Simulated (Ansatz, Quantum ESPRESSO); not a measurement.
# F on fcc sites of Cu(111): the work function of the upper face at a withheld member of a series

**Set-up.** Quantum ESPRESSO 7.5, PBE, GBRV ultrasoft. Slabs of 3 layers, covered on the upper face; adsorbates and the top layer relax in a periodic cell, the rest is held (the clean slab relaxes both outer layers); a run under open boundaries (ESM, bc1) gives both vacuum levels. Cells of one to 9 surface sites carry the coverages, on meshes of like density; cold smearing of 0.02 Ry. The slabs take the lattice constants of the bulk relaxed by the same program. The series steps the coverage.

| coverage | work function of the upper face (eV) |
| --- | --- |
| 0 ML | 4.886 |
| 0.1111 ML | 5.162 |
| 0.1667 ML | 5.386 |
| 0.25 ML | 5.784 |
| 0.3333 ML | 6.023 |
| 0.5 ML | 6.775 |
| 0.6667 ML | 7.484 |
| 0.75 ML | 8.027 |

One more run was made and is withheld. What is the work function of the upper face at 1 ML?

**Worked estimate.** The rows at 0.6667 ML and 0.75 ML give a slope of (8.027 − (7.484))/(0.75 − (0.6667)) = 6.519, so a straight line gives 9.657 eV. A parabola through these and the row at 0.5 ML gives 10.412 eV.

**Check.** 9.161 eV. The line misses by +0.496 and the parabola by +1.251 eV. The line does better here.

**Limits.** Thin slabs, one site and one ordered pattern a coverage; no reconstruction or subsurface sites; meshes differ a little between cells.
